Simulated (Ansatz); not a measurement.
## CdInI3 (model cell, started as cubic perovskite with Cd in the octahedra): a soft mode frozen in

Wanted: the energy along a soft mode of CdInI3 (model cell, started as cubic perovskite with Cd in the octahedra) and the structure at the end.

Main program and level: Ansatz 0.2.0; DFT PBEsol, scalar-relativistic, plane waves, PAW; PAW set soft_1.

The structure was built from a prototype and need not be the compound's stable phase.

## 1. Set-up

It takes space group Pm-3m (No. 221, cubic). The conventional cell has a = 5.778 Å, b = 5.778 Å, c = 5.778 Å, α = 90.00°, β = 90.00°, γ = 90.00°. Nearest to In lie 12 I at 4.09 Å. Cd has 6 I at 2.89 Å nearest. Nearest to I lie 2 Cd at 2.89 Å. Farther neighbours and most contacts between anions are not listed.

Coordinates:

```cif
data_structure
_symmetry_space_group_name_H-M 'Pm-3m'
_symmetry_Int_Tables_number 221
_cell_length_a 5.7776
_cell_length_b 5.7776
_cell_length_c 5.7776
_cell_angle_alpha 90.000
_cell_angle_beta 90.000
_cell_angle_gamma 90.000
_cell_volume 192.86
loop_
_atom_site_label
_atom_site_type_symbol
_atom_site_symmetry_multiplicity
_atom_site_Wyckoff_symbol
_atom_site_fract_x
_atom_site_fract_y
_atom_site_fract_z
_atom_site_occupancy
In1 In 1 a 0.00000 0.00000 0.00000 1
Cd1 Cd 1 b 0.50000 0.50000 0.50000 1
I1 I 3 c 0.50000 0.50000 0.00000 1
```

## 2. Phonons on a q mesh

The cell comes from relaxations at this level that are not shown. Stability and thermal properties need the whole zone. Linear response on a 2×2×2 q mesh gives force constants as far as a supercell of that size would.

input.yaml

```yaml
crystal:
  lattice:
    - [5.777575321, 0.0, 0.0]
    - [0.0, 5.777575321, 0.0]
    - [0.0, 0.0, 5.777575321]
  atoms:
    - { symbol: In, position: [0.0, 0.0, 0.0] }
    - { symbol: Cd, position: [0.5, 0.5, 0.5] }
    - { symbol: I, position: [0.5, 0.5, 0.0] }
    - { symbol: I, position: [0.5, 0.0, 0.5] }
    - { symbol: I, position: [0.0, 0.5, 0.5] }
kpoints:
  mp_grid: { grid: [6, 6, 6] }
hamiltonian:
  xc: pbesol
  pseudopotentials: { kind: paw, azcp: { folder: soft_1 }, xc_functional: pbe }
scf:
  occupations: { method: methfessel_paxton, width: 0.2 }
output:
  eigenvalues: true
phonons:
  method: dfpt
  qmesh: [2, 2, 2]
  temperatures: { t_max: 1000, t_step: 50 }
  qpath:
    path:
      - [[0.0, 0.0, 0.0], [0.0, 0.5, 0.0], [0.5, 0.5, 0.0], [0.0, 0.0, 0.0], [0.5, 0.5, 0.5], [0.0, 0.5, 0.0]]
      - [[0.5, 0.5, 0.5], [0.5, 0.5, 0.0]]
    npoints: 10
```

Started as:

```sh
$ ansatz run input.yaml --threads 4 --pin off --max-ram 16384MiB --backend cpu --events-out ev --progress --plain --runs-dir out
```

Numbers of over 12 decimals in the logs are rounded to 6 here.

Output:

```text
Engine: ansatz 0.2.0, aarch64-unknown-linux-gnu
Pseudopotentials: kind: paw
Pseudopotential: In, paw, valence charge 13, recommended cutoff 420 eV (normal), soft_1/In.paw.azcp
Pseudopotential: Cd, paw, valence charge 20, recommended cutoff 420 eV (normal), soft_1/Cd.paw.azcp
Pseudopotential: I, paw, valence charge 17, recommended cutoff 420 eV (normal), soft_1/I.paw.azcp
Functional definition: PBEsol
  exchange = pbesol_x
  correlation = pbesol_c
Crystal: 5 atoms, lattice volume = 192.858 Å³
Basis set: ecut = 420 eV, 3791 PW (Γ), exchange–correlation on 80×80×80 points (8 copies of the dense FFT grid, shifted against one another)
Bands: 51, of which v1, the nominal top of the filled ones, is band 42 counted from 1 (41 counted from 0)
Symmetry: 48 space group operations
k-points: 20 of 216
Non-local potential: In, projectors of the file, l = 0: 2, l = 1: 2, l = 2: 2, l = 3: 1
Non-local potential: Cd, projectors of the file, l = 0: 3, l = 1: 2, l = 2: 2, l = 3: 1
Non-local potential: I, projectors of the file, l = 0: 2, l = 1: 2, l = 2: 2, l = 3: 1
PAW form: soft (Blöchl's): semilocal exchange-correlation on the pseudo side does not see the compensation charge
PAW frozen core: In, regenerated for the run's functional, and the local potential with it (the file was generated under x = pbe(κ = 0.804, μ = 0.219515), c = pbe(β = 0.066725))
PAW frozen core: Cd, regenerated for the run's functional, and the local potential with it (the file was generated under x = pbe(κ = 0.804, μ = 0.219515), c = pbe(β = 0.066725))
PAW frozen core: I, regenerated for the run's functional, and the local potential with it (the file was generated under x = pbe(κ = 0.804, μ = 0.219515), c = pbe(β = 0.066725))
PAW one-centre angular grid: In, 590 points (default); XC on 64 Gauss nodes
PAW one-centre angular grid: Cd, 590 points (default); XC on 64 Gauss nodes
PAW one-centre angular grid: I, 590 points (default); XC on 64 Gauss nodes
Initial density: superposition of atomic densities (chi_scale 0.1, normalization cell, long waves kept (reshape's long-wave potential 0.00 eV rms))
Initial wavefunctions: pseudopotential atomic-orbital guess
Functional: x = pbesol(κ = 0.804, μ = 0.123457), c = pbesol(β = 0.046)
SCF iter   1: F=—  HF=-36010.487465 eV  |F-HF|=—  |Δ(HF+E_count)|=         —  Δρ=4.48e-2  dr2=5.39e0  ethr=3.10e-3  ⟨swp⟩=9.7  Hψ=4465  notcnv=0
preconditioner: auto → Kerker (q_TF=auto, 2.375 Å⁻¹)  [metal: Δε(μ)=0.130 eV  Ē_g=12.925 eV  σ=0.200 eV  W_gap=0.45  n_scr=32 (ndim 8)  ℏωp=18.1 eV  f_vac=0.057  D(μ)=0.91/eV (n_scr^D=0)]
SCF iter   2: F=—  HF=-36008.804647 eV  |F-HF|=—  |Δ(HF+E_count)|=    1.68e0  S|Δr|=    0.00e0  Δρ=1.65e-2  dr2=1.01e0  ethr=3.10e-3  ⟨swp⟩=3.0  Hψ=2363  notcnv=0  defer=77
preconditioner: auto → Resta (q_TF=auto, 2.375 Å⁻¹)  ε∞=3.1  [insulator: Δε(μ)=0.191 eV  Ē_g=12.471 eV  σ=0.200 eV  W_gap=0.65  n_scr=32 (ndim 8)  ℏωp=18.1 eV  f_vac=0.051  D(μ)=0.49/eV (n_scr^D=0)  ε∞_Penn≈3.1]
SCF iter   3: F=—  HF=-36008.474829 eV  |F-HF|=—  |Δ(HF+E_count)|=   3.30e-1  S|Δr|=    0.00e0  Δρ=3.67e-3  dr2=3.51e-2  ethr=1.20e-3  ⟨swp⟩=2.9  Hψ=1452  notcnv=0  defer=77
SCF iter   4: F=—  HF=-36008.479362 eV  |F-HF|=—  |Δ(HF+E_count)|=   4.53e-3  S|Δr|=    0.00e0  Δρ=1.18e-3  dr2=2.76e-3  ethr=4.18e-5  ⟨swp⟩=2.0  Hψ=1991  notcnv=0  defer=77
SCF iter   5: F=—  HF=-36008.480145 eV  |F-HF|=—  |Δ(HF+E_count)|=   7.83e-4  S|Δr|=    0.00e0  Δρ=4.00e-4  dr2=4.08e-4  ethr=3.29e-6  ⟨swp⟩=2.0  Hψ=1751  notcnv=0  defer=77
SCF iter   6: F=—  HF=-36008.480043 eV  |F-HF|=—  |Δ(HF+E_count)|=   1.02e-4  S|Δr|=    0.00e0  Δρ=8.79e-5  dr2=2.08e-5  ethr=4.86e-7  ⟨swp⟩=2.0  Hψ=1701  notcnv=0  defer=77
SCF iter   7: F=—  HF=-36008.480071 eV  |F-HF|=—  |Δ(HF+E_count)|=   2.84e-5  S|Δr|=    0.00e0  Δρ=2.14e-5  dr2=8.78e-7  ethr=2.47e-8  ⟨swp⟩=2.0  Hψ=1401  notcnv=0  defer=77
SCF iter   8: F=—  HF=-36008.480079 eV  |F-HF|=—  |Δ(HF+E_count)|=   7.54e-6  S|Δr|=    0.00e0  Δρ=6.65e-6  dr2=9.94e-8  ethr=1.05e-9  ⟨swp⟩=2.0  Hψ=1707  notcnv=0  defer=77
SCF iter   9: F=—  HF=-36008.480079 eV  |F-HF|=—  |Δ(HF+E_count)|=   1.05e-7  S|Δr|=    0.00e0  Δρ=2.67e-6  dr2=1.71e-8  ethr=1.18e-10  ⟨swp⟩=2.0  Hψ=1401  notcnv=0  defer=77
SCF iter  10: F=—  HF=-36008.480079 eV  |F-HF|=—  |Δ(HF+E_count)|=   1.41e-8  S|Δr|=    0.00e0  Δρ=5.28e-7  dr2=8.53e-10  ethr=2.03e-11  ⟨swp⟩=2.0  Hψ=1683  notcnv=0  defer=77
[...]
SCF 1 converged in 12 iterations: F = -36008.480079 eV  dr2 = 2.19e-12
  greatest PAW one-centre occupation: 1.000 electrons in one spin orbital (limit 2), on the Cd atom at site 1 (counted from 0), in its partial waves of l = 0
Initial density: read from a saved state, or passed on in memory by an earlier SCF of this step, an earlier step, the calling program or the single point that the run made first
iter 1 solved again at ethr=9.24e-7 eV; its pass at ethr=3.10e-3 eV (dr2=7.76e-4 eV) is discarded
SCF iter   1: F=—  HF=-36008.480053 eV  |F-HF|=—  |Δ(HF+E_count)|=         —  Δρ=1.79e-6  dr2=4.13e-9  ethr=9.24e-7  ⟨swp⟩=3.1  Hψ=6905  notcnv=0
eigensolver tolerance schedule: the retry pair's looser diagonalisation over-reported the residual by 187995.92 of it (diagonalisation noise at an unbounded share of the residual, at the tolerance the schedule requests for it); recorded, not acted on — ethr = c·dr2/N_el stays at c = 1.0e-1
preconditioner: auto → Resta (q_TF=auto, 2.375 Å⁻¹)  ε∞=3.2  [insulator: Δε(μ)=0.689 eV  Ē_g=12.138 eV  σ=0.200 eV  W_gap=0.72  n_scr=32 (ndim 8)  ℏωp=18.1 eV  f_vac=0.064  D(μ)=0.73/eV (n_scr^D=0)  ε∞_Penn≈3.2]
SCF iter   2: F=—  HF=-36008.480079 eV  |F-HF|=—  |Δ(HF+E_count)|=   2.65e-5  S|Δr|=    0.00e0  Δρ=1.15e-6  dr2=2.07e-9  ethr=4.91e-12  ⟨swp⟩=4.6  Hψ=3124  notcnv=0
SCF iter   3: F=—  HF=-36008.480079 eV  |F-HF|=—  |Δ(HF+E_count)|=   1.52e-9  S|Δr|=    0.00e0  Δρ=6.89e-7  dr2=6.72e-10  ethr=2.47e-12  ⟨swp⟩=2.0  Hψ=1789  notcnv=0
SCF iter   4: F=—  HF=-36008.480079 eV  |F-HF|=—  |Δ(HF+E_count)|=  5.38e-10  S|Δr|=    0.00e0  Δρ=3.69e-7  dr2=1.75e-10  ethr=1.00e-12  ⟨swp⟩=2.0  Hψ=1703  notcnv=0
SCF iter   5: F=—  HF=-36008.480079 eV  |F-HF|=—  |Δ(HF+E_count)|=  5.82e-11  S|Δr|=    0.00e0  Δρ=2.81e-7  dr2=1.02e-10  ethr=1.00e-12  ⟨swp⟩=1.1  Hψ=1021  notcnv=0
SCF iter   6: F=—  HF=-36008.480079 eV  |F-HF|=—  |Δ(HF+E_count)|=  4.37e-11  S|Δr|=    0.00e0  Δρ=2.19e-7  dr2=6.17e-11  ethr=1.00e-12  ⟨swp⟩=1.1  Hψ=1023  notcnv=0
SCF iter   7: F=—  HF=-36008.480079 eV  |F-HF|=—  |Δ(HF+E_count)|=  2.91e-11  S|Δr|=    0.00e0  Δρ=1.25e-7  dr2=2.08e-11  ethr=1.00e-12  ⟨swp⟩=1.1  Hψ=1022  notcnv=0
SCF iter   8: F=—  HF=-36008.480079 eV  |F-HF|=—  |Δ(HF+E_count)|=    0.00e0  S|Δr|=    0.00e0  Δρ=1.25e-7  dr2=1.94e-11  ethr=1.00e-12  ⟨swp⟩=6.2  Hψ=2651  notcnv=0
SCF iter   9: F=-36008.480079 eV  HF=-36008.480079 eV  |F-HF|=0.00e0  |Δ(HF+E_count)|=  2.91e-11  S|Δr|=    0.00e0  Δρ=6.53e-8  dr2=5.53e-12  ethr=1.00e-12  ⟨swp⟩=1.8  Hψ=2523  notcnv=0
SCF 2 converged in 9 iterations: F = -36008.480079 eV  dr2 = 5.53e-12
phonons: the bands overlap, so this run is a metal and interpolates without the dipole-dipole term. If the crystal is really an insulator or semiconductor, its LO-TO splitting is missing
NSCF: frozen V_eff on 20 k-points
NSCF: frozen V_eff on 64 k-points
DFPT response loops at q = (0, 0, 0) (fractional): preconditioner auto → Kerker (q_TF=auto, 2.375 Å⁻¹) (partly filled bands, converged f_vac=0.064); β = 1.00, the filter's whole step (`scf.mixing.beta` (0.50) is not read by the response loops under this deck's `scf.mixing.preconditioner`; to damp them name `kerker` or `kerker_dos`, under which they read `scf.mixing.beta`, and type it under 1.00, their step now; both keys bind the ground state too); Broyden in place of MSR1
NSCF: frozen V_eff on 128 k-points
DFPT response loops at q = (0, 0, -0.5) (fractional): mixed as the last ones told, above
NSCF: frozen V_eff on 128 k-points
DFPT response loops at q = (0, -0.5, -0.5) (fractional): mixed as the last ones told, above
NSCF: frozen V_eff on 128 k-points
DFPT response loops at q = (-0.5, -0.5, -0.5) (fractional): mixed as the last ones told, above
SCF converged after 12 iterations
Stability not checked: this state was not tested for a lower state beside it, because cold or Methfessel-Paxton smearing, or corrected tetrahedra, fill the levels in a way that the test cannot read (fill_not_monotonic; see scf.lower_state_search)
Free energy (F): -36008.480079 eV
Harris-Foulkes:  -36008.480079 eV  (|F-HF|=7.28e-12)
Internal energy: -36008.492130 eV  (E = F + TS)
E sigma→0 (E₀):  -36008.483092 eV
Entropy (-TS):   0.012051 eV (2.410 meV/atom)
Fermi energy:    5.508385 eV
Step filling:    the computed levels leave a gap of 0.0000 eV = 0.0 smearing widths at the electron count; against every level under it full and every level over it empty, smearing changes F+E_penalty+E_count by +3.304 meV and its σ→0 estimate by +0.291 meV
--- Per-component energies (eV) ---
  E_band       = -1760.180990
  E_kinetic    = 1130.594182
  E_local      = -12716.899471  (includes V_loc(G=0)·N_el)
  E_nonlocal   = 805.397886
  E_hartree    = 5724.339030
  E_xc         = -618.589568
  E_vxc        = -617.094040  (∫ρ·V_xc dr)
  E_paw        = -22272.960916  (= ΣΔE_a)
  E_vpaw       = -1810.850568  (= ΣTr[D̂ρ^β])
  E_aug_tail   = -0.006949  (compensation charges beyond the density's cutoff)
  E_ewald      = -8062.180596
  E_core_change = 1.814272  (= ΣΔE_core)
  E_smearing   = 0.012051  (= −TS)
  E_closure    = -0.000000  (closes the sum)
  Σ components = -36008.480079   (vs F -36008.480079, Δ=0.00e0)
--- Band table (eV; the first three rows and the last of 20) ---
  k-point 0: bands = [... 38 lower, 4.5688, 4.7310, 4.7310, 4.7310, 5.2304, 9.4535, 9.4535, 9.4535, ... 5 higher]
  k-point 1: bands = [... 38 lower, 4.4919, 4.5052, 4.7050, 4.7050, 6.1415, 8.8748, 9.2496, 9.2496, ... 5 higher]
  k-point 2: bands = [... 38 lower, 4.3858, 4.4106, 4.7320, 4.7320, 7.4442, 8.1236, 8.9451, 8.9451, ... 5 higher]
  k-point 19: bands = [... 38 lower, 5.3892, 5.4530, 5.4530, 5.4530, 9.5479, 9.5479, 9.5479, 9.6474, ... 5 higher]
--- Phonons (Γ-DFPT): 4 representative perturbations + reference (Σ response iterations 12) ---
  ASR residual: 1.197e-4 → 0.000e0 eV/Å²; symmetrization residual: 5.461e-5 eV/Å²
  ASR residual per site (eV/Å²): 1.20e-4 5.57e-5 4.95e-5 4.95e-5 4.95e-5
  Γ frequencies (cm⁻¹): -51.03 -51.03 -51.03 -11.81 -11.81 -11.81 0.00 0.00 0.00 18.94 18.94 18.94 140.36 140.36 140.36
--- Phonons (arbitrary-q DFPT): 4 irreducible q on the 2×2×2 mesh ---
  q = [0.0000, 0.0000, 0.0000] (star 1, of the zone-centre solve; hermiticity 1.85e-5, symmetrization 1.90e-11): -51.03 -51.03 -51.03 -11.81 -11.81 -11.81 -0.00 0.00 0.00 18.94 18.94 18.94 140.36 140.36 140.36
  q = [0.0000, 0.0000, -0.5000] (star 3, 9 solved perturbations in 504 linear systems a pass and spin channel, the states on 64 of 216 k-point pairs; hermiticity 1.73e-5, symmetrization 3.18e-8): -44.60 -44.60 -15.86 -15.86 -15.48 -9.00 20.68 20.68 27.81 27.81 33.91 111.95 122.41 140.75 140.75
  q = [0.0000, -0.5000, -0.5000] (star 3, 9 solved perturbations in 504 linear systems a pass and spin channel, the states on 64 of 216 k-point pairs; hermiticity 8.61e-6, symmetrization 6.36e-8): -45.57 -45.57 -44.95 -36.04 12.16 12.16 31.84 31.84 36.33 48.21 69.91 114.05 114.05 137.39 141.19
  q = [-0.5000, -0.5000, -0.5000] (star 1, 4 solved perturbations in 184 linear systems a pass and spin channel, the states on 64 of 216 k-point pairs; hermiticity 1.40e-5, symmetrization 3.27e-7): -48.56 -48.56 -48.56 -44.27 -44.27 -44.27 46.63 46.63 46.63 68.60 68.60 117.43 117.43 117.43 148.06
  sum rule: each row above includes the acoustic sum rule's correction from the zone centre's row sums; it moved no ω² by more than (0.53 cm⁻¹)²
  mesh force constants: q→R imaginary residual 3.13e-18; ASR residual 1.197e-4 → 0.000e0 eV/Å²; symmetrization residual 9.770e-15 eV/Å²
  interpolated dispersion: 62 rows × 15 modes
  density of states and harmonic sums: on the 12×12×12 q-mesh, interpolated from the force constants of a 2×2×2 supercell (no non-analytic term)
  largest difference from the sums on the solved wave vectors: F 1.07e-1 eV, S 1.16e-4 and C_V 1.55e-5 eV/K
  zero-point energy: 0.043414 eV/cell   skipped modes (ω ≤ 0): 480, of them read as no rigid motion or as one in doubt: 477 (5.733e0 modes/cell left out, lowest -51.03 cm⁻¹)   left out of the sums: 3.82e-1 of the cell's modes: C_V's classical limit lies that fraction below 3 k_B per atom; for a crystal, a wire or a layer, F and S can be off by more, and a phonons.interpolated_qmesh denser along its periods is the remedy for the sampling
```

The job ended after 7 min (4 threads of Arm Neoverse V1, shared host; peak memory 1.8 GiB; 27 min of CPU time).

The column dr2 measures how far the density is from self-consistency, as an energy; F and HF (Harris–Foulkes) agree once it is small.

Numbers from this step:

```yaml
volume_per_atom: 38.57 Å³
gap_on_the_k_mesh: 0 eV
sum_rule_residual_before_enforcement: 1.20e-4 eV/Å²
lowest_frequency_on_the_path: -51.03 cm⁻¹
point_group: m-3m
highest_frequency_on_the_path_or_at_a_solved_wavevector: 150.9 cm⁻¹
highest_optical_mode_at_the_zone_centre_no_lo_to_term: 140.4 cm⁻¹
lowest_optical_zone_centre_mode: -51.03 cm⁻¹
lowest_mode_on_the_q_mesh_acoustic_modes_at_gamma_apart: -51.03 cm⁻¹
```

Frequencies (cm⁻¹) solved at each irreducible wavevector; negative means imaginary. Frequencies by wavevector, by row:

| q in reciprocal lattice units | star | mode 1 | mode 2 | mode 3 | mode 4 | mode 13 | mode 14 | mode 15 |
| --- | --- | --- | --- | --- | --- | --- | --- | --- |
| 0 0 0 | 1 | -51 | -51 | -51 | -11.8 | 140.4 | 140.4 | 140.4 |
| 0 0 -0.5 | 3 | -44.6 | -44.6 | -15.9 | -15.9 | 122.4 | 140.8 | 140.8 |
| 0 -0.5 -0.5 | 3 | -45.6 | -45.6 | -45 | -36 | 114 | 137.4 | 141.2 |
| -0.5 -0.5 -0.5 | 1 | -48.6 | -48.6 | -48.6 | -44.3 | 117.4 | 117.4 | 148.1 |

Interpolated from a 2×2×2 q mesh. Phonon branches along the path, in cm⁻¹:

| point | branch 1 | branch 2 | branch 3 | branch 4 | branch 12 | branch 13 | branch 14 | branch 15 |
| --- | --- | --- | --- | --- | --- | --- | --- | --- |
| Γ | -51 | -51 | -51 | -12 | 19 | 140 | 140 | 140 |
| halfway | -48 | -48 | -38 | -12 | 71 | 137 | 140 | 140 |
| X | -45 | -45 | -16 | -16 | 112 | 122 | 141 | 141 |
| halfway | -45 | -41 | -38 | -36 | 110 | 113 | 141 | 142 |
| M | -46 | -46 | -45 | -36 | 114 | 114 | 137 | 141 |
| halfway | -46 | -45 | -37 | -30 | 78 | 127 | 141 | 144 |
| Γ | -51 | -51 | -51 | -12 | 19 | 140 | 140 | 140 |
| halfway | -45 | -45 | -37 | -33 | 83 | 127 | 127 | 150 |
| R | -49 | -49 | -49 | -44 | 117 | 117 | 117 | 148 |
| halfway | -44 | -44 | -42 | -38 | 106 | 114 | 127 | 150 |
| X | -45 | -45 | -16 | -16 | 112 | 122 | 141 | 141 |
| jump to R | -49 | -49 | -49 | -44 | 117 | 117 | 117 | 148 |
| halfway | -47 | -47 | -45 | -43 | 116 | 116 | 118 | 149 |
| M | -46 | -46 | -45 | -36 | 114 | 114 | 137 | 141 |

Symmetry leaves 4 wavevectors to solve. The lowest mode among them, the acoustic zeros apart, lies at Γ and is imaginary, 51.0i cm⁻¹, so the energy falls along it.

## 3. The mode frozen in, largest atomic shift 0 Å

The mode followed lies at q = (-0.5, -0.5, -0.5) with frequency 48.6i cm⁻¹ and is 3-fold degenerate, one of the unstable modes though not the softest. At small amplitude the distorted cell has space group no. 166 by a symmetry search on the positions. The undistorted cell that holds it gives the zero of energy on the same k mesh.

System of this step: CdInI3 (model cell, started as cubic perovskite with Cd in the octahedra). It takes space group Pm-3m (No. 221, cubic). The conventional cell has a = 5.778 Å, b = 5.778 Å, c = 5.778 Å, α = 90.00°, β = 90.00°, γ = 90.00°. Nearest to In lie 12 I at 4.09 Å. Nearest to Cd lie 6 I at 2.89 Å. I has 2 Cd at 2.89 Å nearest. Farther neighbours and most contacts between anions are not listed.

input.yaml, the sections that differ from step 2:

```yaml
crystal:
  lattice:
    - [5.777575321, 5.777575321, 0.0]
    - [5.777575321, 0.0, 5.777575321]
    - [5.777575321, 0.0, -5.777575321]
  atoms:
    - { symbol: In, position: [0.0, 0.5, 0.5] }
    - { symbol: In, position: [0.0, 0.0, 1.0] }
    - { symbol: Cd, position: [0.5, 0.25, 0.75] }
    - { symbol: Cd, position: [0.5, 0.75, 0.25] }
    - { symbol: I, position: [0.5, 0.5, 0.5] }
    - { symbol: I, position: [0.5, 0.0, 0.0] }
    - { symbol: I, position: [0.0, 0.5, 0.0] }
    - { symbol: I, position: [0.0, 0.0, 0.5] }
    - { symbol: I, position: [0.5, 0.5, 0.0] }
    - { symbol: I, position: [0.5, 0.0, 0.5] }
output:
  forces: true
  stress: true
  eigenvalues: true
# kpoints, hamiltonian, scf: as in step 2
# phonons: removed
```

Output:

```text
[...]
Crystal: 10 atoms, lattice volume = 385.715 Å³
Basis set: ecut = 420 eV, 7631 PW (Γ), exchange–correlation on 120×120×120 points (8 copies of the dense FFT grid, shifted against one another)
Bands: 101, of which v1, the nominal top of the filled ones, is band 84 counted from 1 (83 counted from 0)
Symmetry: 96 space group operations
[...]
k-points: 16 of 216
[...]
k-point 0: bands = [... 80 lower, 5.3901, 5.3901, 5.4540, 5.4540, 5.4540, 9.4536, 9.4536, 9.4536, ... 9 higher]
  k-point 1: bands = [... 80 lower, 5.0713, 5.3824, 5.3896, 5.3896, 5.9165, 8.9521, 9.0943, 9.3242, ... 9 higher]
  k-point 2: bands = [... 80 lower, 4.8820, 5.1982, 5.2540, 5.2540, 6.8109, 8.2100, 8.2669, 8.6543, ... 9 higher]
  k-point 15: bands = [... 80 lower, 4.7256, 4.7613, 5.0515, 5.2381, 7.7840, 8.2193, 8.3598, 8.5973, ... 9 higher]
[key lines of the parts left out:]
SCF converged after 9 iterations
Free energy (F): -72016.957395 eV
Fermi energy:    5.521024 eV
P = ⅓ Tr σ = 0.0071 GPa (0.071 kbar)
```

The job ended after 9.8 s (4 threads; peak memory 1.3 GiB).

Numbers from this step:

| Quantity | Value |
| --- | --- |
| pressure | 0.007109 GPa |
| energy from the undistorted cell | 0 meV/atom |

The run ends at a pressure of 0.01 GPa.

[end of part 1 of 3]

[Logs are printed without paths, hosts, clocks, repeated set-up lines and the standing remarks that a program may print on its own settings, such as how far it seeks lower states.]

[Hosts, paths, dates, database ids (printed as entryN), source tags and the programs' standing remarks are cut or masked in the printed files.]
